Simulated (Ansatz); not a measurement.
## HoB2Rh2: relaxing a made-up structure

This structure for HoB2Rh2 is made up. Its elements were placed in a known structure type with a cell scaled to their sizes. What cell does the guess relax to, and how far off was it?

Method: DFT, PBEsol, plane-wave PAW, default files, scalar-relativistic, ferromagnetic start, cell and ions relaxed at zero pressure, in the first sound run; inputs show where later runs differ, in Ansatz 0.2.0.

In doubt: a part-filled 4f shell, where there is one, can sit in one of many states, so energies may not be the lowest and differences between runs may mislead; derivatives with an open 4f shell can jump between states, which bears on forces and vibrations.

## Step 1: The starting structure

Symmetry: I4/mmm, No. 139, tetragonal system. The conventional cell has a = 3.716 Å, b = 3.716 Å, c = 9.487 Å, α = 90.00°, β = 90.00°, γ = 90.00°. Ho has 8 B at 2.84 Å and 8 Rh at 3.01 Å nearest. Nearest to Rh lie 4 B at 2.26 Å and 4 Rh at 2.63 Å and 4 Ho at 3.01 Å. Nearest to B lie 1 B at 2.18 Å and 4 Rh at 2.26 Å and 4 Ho at 2.84 Å. Farther neighbours are not listed.

As a file:

```cif
data_structure
_symmetry_space_group_name_H-M 'I4/mmm'
_symmetry_Int_Tables_number 139
_cell_length_a 3.7160
_cell_length_b 3.7160
_cell_length_c 9.4870
_cell_angle_alpha 90.000
_cell_angle_beta 90.000
_cell_angle_gamma 90.000
_cell_volume 131.00
loop_
_atom_site_label
_atom_site_type_symbol
_atom_site_symmetry_multiplicity
_atom_site_Wyckoff_symbol
_atom_site_fract_x
_atom_site_fract_y
_atom_site_fract_z
_atom_site_occupancy
Ho1 Ho 2 a 0.00000 0.00000 0.00000 1
Rh1 Rh 4 d 0.50000 0.00000 0.25000 1
B1 B 4 e 0.00000 0.00000 0.38530 1
```

## Step 2: Relaxing cell and atoms

The guessed cell has no reason to be at equilibrium. It is relaxed with the atoms, within the space group of the guess.

File input.yaml:

```yaml
crystal:
  lattice:
    - [-1.858, 1.858, 4.7435]
    - [1.858, -1.858, 4.7435]
    - [1.858, 1.858, -4.7435]
  atoms:
    - { symbol: Ho, position: [0.0, 0.0, 0.0], spin: 4.0 }
    - { symbol: Rh, position: [0.25, 0.75, 0.5], spin: 0.6 }
    - { symbol: Rh, position: [0.75, 0.25, 0.5], spin: 0.6 }
    - { symbol: B, position: [0.3853, 0.3853, 0.0] }
    - { symbol: B, position: [0.6147, 0.6147, 0.0] }
magnetization:
  spin_polarized: true
kpoints:
  mp_grid: { grid: [10, 10, 10] }
scf:
  occupations: { method: fermi_dirac, width: 0.05 }
hamiltonian:
  xc: pbesol
  pseudopotentials: { kind: paw }
relax:
  f_tol: 0.015
  max_steps: 70
  cell: {}
output:
  forces: true
  stress: true
```

Started as:

```
> ansatz run input.yaml --threads 4 --pin off --max-ram 10240MiB --backend cpu --events-out ev --progress --plain --runs-dir out
```

Numbers of over 12 decimals in the logs are rounded to 6 here.

Output:

```text
basis.fft_grid_basis auto: the FFT boxes are laid along the combinations [[1, 0, 1], [0, 1, 1], [0, 0, 1]] of the cell's own vectors, 3.716, 3.716 and 5.423 Å long. The dense box has 25×25×40 points. Along the cell's own vectors, as sized, it would have 40×40×40, 2.56 times as many. Of the 16 symmetry operations that the crystal satisfies within crystal.symmetry.tolerance (time reversal apart; of a slab, those that k [...]
Engine: ansatz 0.2.0, x86_64-unknown-linux-gnu
Pseudopotentials: kind: paw
Pseudopotential: Ho, paw, valence charge 21, recommended cutoff 420 eV (normal), Ho.paw.azcp
Pseudopotential: Rh, paw, valence charge 17, recommended cutoff 420 eV (normal), Rh.paw.azcp
Pseudopotential: B, paw, valence charge 3, recommended cutoff 420 eV (normal), B.paw.azcp
Functional definition: PBEsol
  exchange = pbesol_x
  correlation = pbesol_c
Crystal: 5 atoms, lattice volume = 65.501 Å³
Basis set: ecut = 420 eV, 1283 PW (Γ), FFT grids on a1+a3, a2+a3, a3, exchange–correlation on 50×50×80 points (8 copies of the dense FFT grid, shifted against one another)
Bands: 40, of which v1, the nominal top of the filled ones, is band 31 counted from 1 (30 counted from 0)
Symmetry: 16 space group operations
Space group: I4/mmm (ITA 139), of the structure as read, at distance tolerance 4.0e-5 Å
Magnetic group: BNS 139.531 (UNI 1191), of the structure as read, at distance tolerance 4.0e-5 Å
k-points: 102 of 1000
Non-local potential: Ho, projectors of the file, l = 0: 3, l = 1: 2, l = 2: 2, l = 3: 3
Non-local potential: Rh, projectors of the file, l = 0: 3, l = 1: 2, l = 2: 2, l = 3: 1
Non-local potential: B, projectors of the file, l = 0: 2, l = 1: 2, l = 2: 1
PAW form: soft (Blöchl's): semilocal exchange-correlation on the pseudo side does not see the compensation charge
PAW frozen core: Ho, regenerated for the run's functional, and the local potential with it (the file was generated under x = pbe(κ = 0.804, μ = 0.219515), c = pbe(β = 0.066725))
PAW frozen core: Rh, regenerated for the run's functional, and the local potential with it (the file was generated under x = pbe(κ = 0.804, μ = 0.219515), c = pbe(β = 0.066725))
PAW frozen core: B, regenerated for the run's functional, and the local potential with it (the file was generated under x = pbe(κ = 0.804, μ = 0.219515), c = pbe(β = 0.066725))
PAW one-centre angular grid: Ho, 590 points (default); XC on 64 Gauss nodes
PAW one-centre angular grid: Rh, 590 points (default); XC on 64 Gauss nodes
PAW one-centre angular grid: B, 110 points (default); XC on 64 Gauss nodes
Initial density: superposition of atomic densities (chi_scale 0.1, normalization cell, long waves kept (reshape's long-wave potential 0.00 eV rms))
Starting moments: Σ|m| = 5.2 μB on 3 of 5 sites
Initial wavefunctions: pseudopotential atomic-orbital guess
Functional: x = pbesol(κ = 0.804, μ = 0.123457), c = pbesol(β = 0.046)
SCF iter   1: F=—  HF=-24200.053308 eV  |F-HF|=—  |Δ(HF+E_count)|=         —  Δρ=1.04e-1 (↑1.04e-1 ↓9.28e-2)  dr2=4.15e1  dr2_m=7.39e-2  M=4.291 μB ∫|m|=4.347 μB  β_m=0.30  ethr=3.10e-3  ⟨swp⟩=4.9  Hψ=32858  notcnv=0
Mixer restart at iter 1: flushing history
preconditioner: auto → Kerker (q_TF=auto, 2.696 Å⁻¹)  [metal: Δε(μ)=0.000 eV  Ē_g=8.972 eV  σ=0.050 eV  W_gap=0.00  n_scr=24 (ndim 8)  ℏωp=30.1 eV  f_vac=0.000  D(μ)=17.93/eV (n_scr^D=378)]
spin=Collinear: Kerker preconditioning applied to the charge; magnetization (m = ρ↑ − ρ↓) channel mixes plain (no charge-response kernel on spin).
SCF iter   2: F=—  HF=-24195.183910 eV  |F-HF|=—  |Δ(HF+E_count)|=    4.87e0  Δρ=5.60e-2 (↑5.60e-2 ↓4.78e-2)  dr2=1.29e1  dr2_m=5.12e-2  M=4.200 μB ∫|m|=4.263 μB  β_m=0.46  ethr=3.10e-3  ⟨swp⟩=3.0  Hψ=18064  notcnv=0  defer=326
SCF iter   3: F=—  HF=-24192.816927 eV  |F-HF|=—  |Δ(HF+E_count)|=    2.37e0  Δρ=1.90e-2 (↑1.41e-2 ↓1.90e-2)  dr2=3.54e-1  dr2_m=3.36e-2  M=3.907 μB ∫|m|=4.014 μB  β_m=0.73  ethr=3.10e-3  ⟨swp⟩=3.2  Hψ=18737  notcnv=0  defer=336
SCF iter   4: F=—  HF=-24193.484099 eV  |F-HF|=—  |Δ(HF+E_count)|=   6.67e-1  Δρ=2.35e-2 (↑1.04e-2 ↓2.35e-2)  dr2=5.43e-1  dr2_m=3.19e-2  M=3.818 μB ∫|m|=3.934 μB  β_m=0.57  ethr=5.81e-4  ⟨swp⟩=4.4  Hψ=19167  notcnv=0  defer=601
SCF iter   5: F=—  HF=-24193.500956 eV  |F-HF|=—  |Δ(HF+E_count)|=   1.69e-2  Δρ=8.80e-3 (↑3.46e-3 ↓8.80e-3)  dr2=3.68e-2  dr2_m=1.89e-2  M=3.765 μB ∫|m|=3.868 μB  β_m=0.78  ethr=5.81e-4  ⟨swp⟩=3.6  Hψ=17028  notcnv=0  defer=354
SCF iter   6: F=—  HF=-24193.564325 eV  |F-HF|=—  |Δ(HF+E_count)|=         —  Δρ=1.02e-2 (↑2.22e-3 ↓1.02e-2)  dr2=9.97e-2  dr2_m=1.47e-2  M=3.718 μB ∫|m|=3.784 μB  β_m=0.78  ethr=6.04e-5  ⟨swp⟩=2.1  Hψ=17104  notcnv=0  defer=349
Mixer restart at iter 6: flushing history
SCF iter   7: F=—  HF=-24193.612090 eV  |F-HF|=—  |Δ(HF+E_count)|=   4.78e-2  Δρ=3.59e-3 (↑3.59e-3 ↓1.99e-3)  dr2=8.76e-3  dr2_m=2.84e-3  M=3.714 μB ∫|m|=3.768 μB  β_m=0.74  ethr=6.04e-5  ⟨swp⟩=3.0  Hψ=16885  notcnv=0  defer=349
SCF iter   8: F=—  HF=-24193.593657 eV  |F-HF|=—  |Δ(HF+E_count)|=   1.84e-2  Δρ=6.51e-3 (↑2.08e-3 ↓6.51e-3)  dr2=5.15e-2  dr2_m=3.32e-3  M=3.740 μB ∫|m|=3.796 μB  β_m=0.45  ethr=1.44e-5  ⟨swp⟩=3.0  Hψ=18797  notcnv=0  defer=338
SCF iter   9: F=—  HF=-24193.592389 eV  |F-HF|=—  |Δ(HF+E_count)|=   1.27e-3  Δρ=1.69e-3 (↑7.19e-4 ↓1.69e-3)  dr2=4.32e-3  dr2_m=5.15e-4  M=3.742 μB ∫|m|=3.792 μB  β_m=0.72  ethr=1.44e-5  ⟨swp⟩=3.0  Hψ=17271  notcnv=0  defer=338
SCF iter  10: F=—  HF=-24193.592931 eV  |F-HF|=—  |Δ(HF+E_count)|=   5.42e-4  Δρ=4.65e-4 (↑2.70e-4 ↓4.65e-4)  dr2=2.22e-4  dr2_m=1.82e-5  M=3.752 μB ∫|m|=3.801 μB  β_m=0.86  ethr=7.08e-6  ⟨swp⟩=2.1  Hψ=16833  notcnv=0  defer=333
SCF iter  11: F=—  HF=-24193.593192 eV  |F-HF|=—  |Δ(HF+E_count)|=   2.61e-4  Δρ=1.61e-4 (↑9.59e-5 ↓1.61e-4)  dr2=1.70e-5  dr2_m=2.28e-6  M=3.749 μB ∫|m|=3.798 μB  β_m=0.93  ethr=3.64e-7  ⟨swp⟩=2.0  Hψ=14513  notcnv=0  defer=332
SCF iter  12: F=—  HF=-24193.593199 eV  |F-HF|=—  |Δ(HF+E_count)|=   7.10e-6  Δρ=2.27e-5 (↑1.54e-5 ↓2.27e-5)  dr2=8.32e-7  dr2_m=4.68e-8  M=3.748 μB ∫|m|=3.797 μB  β_m=0.97  ethr=2.79e-8  ⟨swp⟩=2.0  Hψ=14107  notcnv=0  defer=332
SCF iter  13: F=—  HF=-24193.593199 eV  |F-HF|=—  |Δ(HF+E_count)|=   7.14e-7  Δρ=8.77e-6 (↑3.55e-6 ↓8.77e-6)  dr2=3.37e-8  dr2_m=8.40e-9  M=3.748 μB ∫|m|=3.797 μB  β_m=0.98  ethr=1.36e-9  ⟨swp⟩=2.0  Hψ=14351  notcnv=0  defer=332
SCF iter  14: F=—  HF=-24193.593199 eV  |F-HF|=—  |Δ(HF+E_count)|=   1.20e-7  Δρ=3.23e-6 (↑1.30e-6 ↓3.23e-6)  dr2=1.03e-8  dr2_m=1.40e-9  M=3.748 μB ∫|m|=3.797 μB  β_m=0.99  ethr=5.52e-11  ⟨swp⟩=2.0  Hψ=14527  notcnv=0  defer=332
[...]
relax step   6: F+E_penalty+E_count = -24193.91433642 eV  Δ(F+E_penalty+E_count) = -1.969e-2 eV  max|allowed force component| = 2.050e-1 eV/Å  Δτ_max = 0.1998 Å  P = +3.761 GPa  Ω = 65.651 Å³  energy of the carried Pulay correction = -1.105e-4 eV  (12 SCF iters, dr2 threshold 5.00e-7 eV, accepted)
relax step   7: F+E_penalty+E_count = -24193.91830352 eV  Δ(F+E_penalty+E_count) = -3.967e-3 eV  max|allowed force component| = 7.478e-2 eV/Å  Δτ_max = 0.0889 Å  P = +0.280 GPa  Ω = 65.026 Å³  energy of the carried Pulay correction = +3.537e-4 eV  (10 SCF iters, dr2 threshold 5.00e-7 eV, accepted)
relax step   8: F+E_penalty+E_count = -24193.92724423 eV  Δ(F+E_penalty+E_count) = -8.941e-3 eV  max|allowed force component| = 4.206e-2 eV/Å  Δτ_max = 0.0770 Å  P = -0.531 GPa  Ω = 66.759 Å³  energy of the carried Pulay correction = -9.239e-4 eV  (10 SCF iters, dr2 threshold 5.00e-7 eV, accepted)
relax step   9: F+E_penalty+E_count = -24193.92770200 eV  Δ(F+E_penalty+E_count) = -4.578e-4 eV  max|allowed force component| = 3.062e-3 eV/Å  Δτ_max = 0.0031 Å  P = +0.003 GPa  Ω = 66.619 Å³  energy of the carried Pulay correction = -8.218e-4 eV  (12 SCF iters, dr2 threshold 5.00e-7 eV, accepted)
relax step  10: F+E_penalty+E_count = -24193.92770653 eV  Δ(F+E_penalty+E_count) = -4.527e-6 eV  max|allowed force component| = 9.762e-5 eV/Å  Δτ_max = 0.0003 Å  P = -0.002 GPa  Ω = 66.619 Å³  energy of the carried Pulay correction = -8.220e-4 eV  (8 SCF iters, dr2 threshold 6.80e-9 eV, accepted)
Basis set: ecut = 420 eV, 1299 PW (Γ), FFT grids on a1+a3, a2+a3, a3, exchange–correlation on 54×54×72 points (8 copies of the dense FFT grid, shifted against one another)
Initial wavefunctions: pseudopotential atomic-orbital guess (no wavefunctions were taken with the density)
iter 1 solved again at ethr=9.56e-9 eV; its pass at ethr=3.10e-3 eV (dr2=5.83e-6 eV) is discarded
SCF iter   1: F=—  HF=-24193.928886 eV  |F-HF|=—  |Δ(HF+E_count)|=         —  Δρ=1.15e-4 (↑1.14e-4 ↓1.15e-4)  dr2=1.14e-6  dr2_m=5.81e-8  M=3.703 μB ∫|m|=3.718 μB  β_m=0.65  ethr=9.56e-9  ⟨swp⟩=4.6  Hψ=64474  notcnv=0
spin=Collinear: Kerker preconditioning applied to the charge; magnetization (m = ρ↑ − ρ↓) channel mixes plain (no charge-response kernel on spin).
SCF iter   2: F=—  HF=-24193.928902 eV  |F-HF|=—  |Δ(HF+E_count)|=   1.65e-5  Δρ=4.21e-5 (↑4.14e-5 ↓4.21e-5)  dr2=1.76e-7  dr2_m=8.31e-9  M=3.703 μB ∫|m|=3.718 μB  β_m=0.63  ethr=1.88e-9  ⟨swp⟩=2.2  Hψ=13822  notcnv=0
SCF iter   3: F=—  HF=-24193.928905 eV  |F-HF|=—  |Δ(HF+E_count)|=   2.41e-6  Δρ=6.59e-6 (↑6.34e-6 ↓6.59e-6)  dr2=2.03e-8  dr2_m=3.37e-10  M=3.703 μB ∫|m|=3.718 μB  β_m=0.56  ethr=2.88e-10  ⟨swp⟩=2.0  Hψ=12533  notcnv=0
SCF iter   4: F=—  HF=-24193.928905 eV  |F-HF|=—  |Δ(HF+E_count)|=   3.15e-8  Δρ=3.05e-6 (↑2.65e-6 ↓3.05e-6)  dr2=1.01e-8  dr2_m=1.07e-10  M=3.703 μB ∫|m|=3.718 μB  β_m=0.56  ethr=3.32e-11  ⟨swp⟩=2.3  Hψ=14309  notcnv=0
SCF iter   5: F=—  HF=-24193.928905 eV  |F-HF|=—  |Δ(HF+E_count)|=   6.67e-9  Δρ=1.02e-6 (↑9.90e-7 ↓1.02e-6)  dr2=2.34e-9  dr2_m=4.89e-12  M=3.703 μB ∫|m|=3.718 μB  β_m=0.78  ethr=1.66e-11  ⟨swp⟩=2.0  Hψ=13423  notcnv=0
SCF iter   6: F=—  HF=-24193.928905 eV  |F-HF|=—  |Δ(HF+E_count)|=   9.34e-9  Δρ=4.64e-7 (↑3.04e-7 ↓4.64e-7)  dr2=7.19e-10  dr2_m=1.02e-11  M=3.703 μB ∫|m|=3.718 μB  β_m=0.89  ethr=3.84e-12  ⟨swp⟩=2.0  Hψ=13730  notcnv=0
SCF iter   7: F=—  HF=-24193.928905 eV  |F-HF|=—  |Δ(HF+E_count)|=  8.73e-11  Δρ=1.67e-7 (↑7.89e-8 ↓1.67e-7)  dr2=7.22e-11  dr2_m=3.28e-12  M=3.703 μB ∫|m|=3.718 μB  β_m=0.95  ethr=1.18e-12  ⟨swp⟩=2.0  Hψ=13292  notcnv=0
SCF iter   8: F=—  HF=-24193.928905 eV  |F-HF|=—  |Δ(HF+E_count)|=  7.28e-12  Δρ=4.54e-8 (↑3.69e-8 ↓4.54e-8)  dr2=3.76e-12  dr2_m=5.62e-14  M=3.703 μB ∫|m|=3.718 μB  β_m=0.96  ethr=1.00e-12  ⟨swp⟩=1.4  Hψ=8320  notcnv=0
SCF iter   9: F=—  HF=-24193.928905 eV  |F-HF|=—  |Δ(HF+E_count)|=    0.00e0  Δρ=2.48e-8 (↑1.97e-8 ↓2.48e-8)  dr2=1.06e-12  dr2_m=1.22e-13  M=3.703 μB ∫|m|=3.718 μB  β_m=0.98  ethr=1.00e-12  ⟨swp⟩=1.0  Hψ=8162  notcnv=0
SCF iter  10: F=-24193.928905 eV  HF=-24193.928905 eV  |F-HF|=3.64e-12  |Δ(HF+E_count)|=  3.64e-12  Δρ=8.65e-8 (↑1.43e-8 ↓8.65e-8)  dr2=5.88e-12  dr2_m=9.54e-13  M=3.703 μB ∫|m|=3.718 μB  ethr=1.00e-12  ⟨swp⟩=2.9  Hψ=25340  notcnv=0
SCF 11 converged in 10 iterations: F = -24193.928905 eV  dr2 = 5.88e-12
relax step  11: F+E_penalty+E_count = -24193.92890481 eV  Δ(F+E_penalty+E_count) = -1.198e-3 eV  max|allowed force component| = 2.624e-4 eV/Å  Δτ_max = 0.0000 Å  P = +0.021 GPa  Ω = 66.619 Å³  stress off target by 3.51e-2 GPa  SCF on the basis re-selected at this cell (its energy is not comparable with the rows above)  (10 SCF iters)
basis re-selected at this cell: Δ(F+E_penalty+E_count) = -1.198e-3 eV, ΔP = +0.023 GPa vs the last step (what re-selecting the basis moved, of the pressure what is left beyond the Pulay correction that the steps carried, after the strain that the cell walked since its last selection, with what the two solves' SCF thresholds leave and, on support functions, any second-order correction that the steps lacked; it is no measure of the basis error at this ecutwfc). The dense FFT grid was sized anew with the basis: this SCF ran on 27×27×36 points, the steps before it on 25×25×40, so part of this shift can come from that change (see relax.cell in the input reference). [rest of the remark cut]
SCF converged after 10 iterations
Magnetization: 3.7031 μB (32.3516 up, 28.6484 down)
Absolute magnetization: 3.7127 μB (∫|ρ↑−ρ↓|, with the PAW one-centre terms)
Spin contamination: 0.0583 ħ² per cell (⟨S²⟩ above its minimum at these occupations)
Per-site moments (μB) at R_I (Å): [(3.660023, 1.232603), (0.00973041, 0.883485), (0.00973041, 0.883485), (0.000327716, 0.883485), (0.000327716, 0.883485)]
Free energy (F): -24193.928905 eV
Harris-Foulkes:  -24193.928905 eV  (|F-HF|=3.64e-12)
Internal energy: -24193.883714 eV  (E = F + TS)
E sigma→0 (E₀):  -24193.906309 eV
Entropy (-TS):   -0.045191 eV (-9.038 meV/atom)
Fermi energy:    17.289467 eV
--- Per-component energies (eV) ---
  E_band       = -181.726379
  E_kinetic    = 1616.870705
  E_local      = -7621.816187  (includes V_loc(G=0)·N_el)
  E_nonlocal   = 1359.672184
  E_hartree    = 3039.608692
  E_xc         = -701.612268
  E_vxc        = -859.230810  (∫ρ·V_xc dr)
  E_paw        = -14088.763063  (= ΣΔE_a)
  E_vpaw       = -756.441184  (= ΣTr[D̂ρ^β])
  E_aug_tail   = 0.001632  (compensation charges beyond the density's cutoff)
  E_ewald      = -7799.318321
  E_core_change = 1.472912  (= ΣΔE_core)
  E_smearing   = -0.045191  (= −TS)
  E_closure    = 0.000000  (closes the sum)
  Σ components = -24193.928905   (vs F -24193.928905, Δ=0.00e0)
--- Forces (eV/Å), atoms counted from 1 ---
  atom   1  Ho     0.00000000     0.00000000    -0.00000000
  atom   2  Rh     0.00000000     0.00000000     0.00000000
  atom   3  Rh     0.00000000     0.00000000     0.00000000
  atom   4  B      0.00000000    -0.00000000    -0.00026239
  atom   5  B     -0.00000000    -0.00000000     0.00026239
  max |Σ_I F_I| component: 2.78e-17 eV/Å
--- Stress (GPa, compression-positive) ---
        0.035129      -0.000000       0.000000
        0.000000       0.035129      -0.000000
        0.000000      -0.000000      -0.007577
  P = ⅓ Tr σ = 0.0209 GPa (0.209 kbar)
--- Relaxed structure (10 steps of the walk, 10 accepted, 1 SCFs on fresh bases) ---
  F+E_penalty+E_count = -24193.92890481 eV   max|allowed force component| = 2.624e-4 eV/Å   (the final SCF, on the basis selected at the relaxed cell)
  cell:  # Å, volume = 66.6195 Å³
    - [-1.895358, 1.895358, 4.636161]
    - [1.895358, -1.895358, 4.636161]
    - [1.895358, 1.895358, -4.636161]
  atoms:
    - { symbol: Ho, position: [0, 0, 0] }
    - { symbol: Rh, position: [0.25, 0.750000, 0.5] }
    - { symbol: Rh, position: [0.750000, 0.25, 0.5] }
    - { symbol: B, position: [0.357569, 0.357569, 0] }
    - { symbol: B, position: [0.642431, 0.642431, 0] }
```

The job ended after 51 s (4 threads of AMD EPYC 9R45 (Zen 5), shared host; peak memory 0.78 GiB; 3.1 min of CPU time).

Step by step:

| step | energy less that of the first step (eV) | largest force component (eV/Å) | pressure (GPa) | volume (Å³) |
| --- | --- | --- | --- | --- |
| 1 | 0.0000 | 0.8126 | -6.37 | 65.50 |
| 2 | -0.2591 | 0.3447 | -0.20 | 63.33 |
| 3 | -0.2963 | 0.0616 | -0.58 | 63.44 |
| 4 | -0.2995 | 0.0982 | 0.00 | 63.31 |
| 5 | -0.3015 | 0.0874 | 0.21 | 63.38 |
| 6 | -0.3211 | 0.2050 | 3.76 | 65.65 |
| 7 | -0.3251 | 0.0748 | 0.28 | 65.03 |
| 8 | -0.3340 | 0.0421 | -0.53 | 66.76 |
| 9 | -0.3345 | 0.0031 | 0.00 | 66.62 |
| 10 | -0.3345 | 0.0001 | 0.00 | 66.62 |
| 11* | -0.3357 | 0.0003 | 0.02 | 66.62 |

Relaxation steps marked * repeat the geometry before them on a plane-wave basis chosen anew for their cell, so energy and pressure can jump there.

Forces are held to the 16 operations that the run works with; a distortion that breaks them can't arise in this run.

| conventional cell, symmetrised | before | after | change |
| --- | --- | --- | --- |
| a (Å) | 3.716 | 3.791 | +2.0 % |
| b (Å) | 3.716 | 3.791 | +2.0 % |
| c (Å) | 9.487 | 9.272 | -2.3 % |
| volume (Å³/atom) | 13.10 | 13.32 | +1.7 % |

The atoms that moved most (Å, as changes of fractional coordinates times the final cell):

| atom | dx | dy | dz | length |
| --- | --- | --- | --- | --- |
| B4 | 0.000 | 0.000 | -0.257 | 0.257 |
| B5 | 0.000 | 0.000 | 0.257 | 0.257 |

Numbers from this step:

| Item | Value |
| --- | --- |
| free energy | -24193.9289 eV |
| energy at zero smearing | -24193.9063 eV |
| smearing term TS | 0.04519 eV |
| Fermi energy | 17.29 eV |
| magnetization | 3.703 μB |
| absolute magnetization | 3.713 μB |
| site moments | 3.660, 0.009730, 0.009730, 3.28e-4, 3.28e-4 μB |
| electrons | 61 |
| symmetry operations | 16 |
| pressure | 0.02089 GPa |

Site moment by atom:

| atom | site moment (μB) |
| --- | --- |
| Ho1 | 3.66 |
| Rh2 | 0.01 |
| Rh3 | 0.01 |
| B4 | 0.00 |
| B5 | 0.00 |

The shortest distance of each pair, which need not be the same contact before and after:

| pair | guess (Å) | relaxed (Å) |
| --- | --- | --- |
| B–Rh | 2.258 | 2.142 |
| B–B | 2.176 | 2.641 |
| Rh–Rh | 2.628 | 2.680 |
| B–Ho | 2.844 | 2.988 |
| Ho–Rh | 3.013 | 2.994 |

The relaxation ends with a largest force component of 2.6e-4 eV/Å and a pressure of 0.02 GPa.

[end of part 1 of 2]

[Logs are printed without paths, hosts, clocks, repeated set-up lines and the standing remarks that a program may print on its own settings, such as how far it seeks lower states.]

[Hosts, paths, dates, database ids (printed as entryN), source tags and the programs' standing remarks are cut or masked in the printed files.]
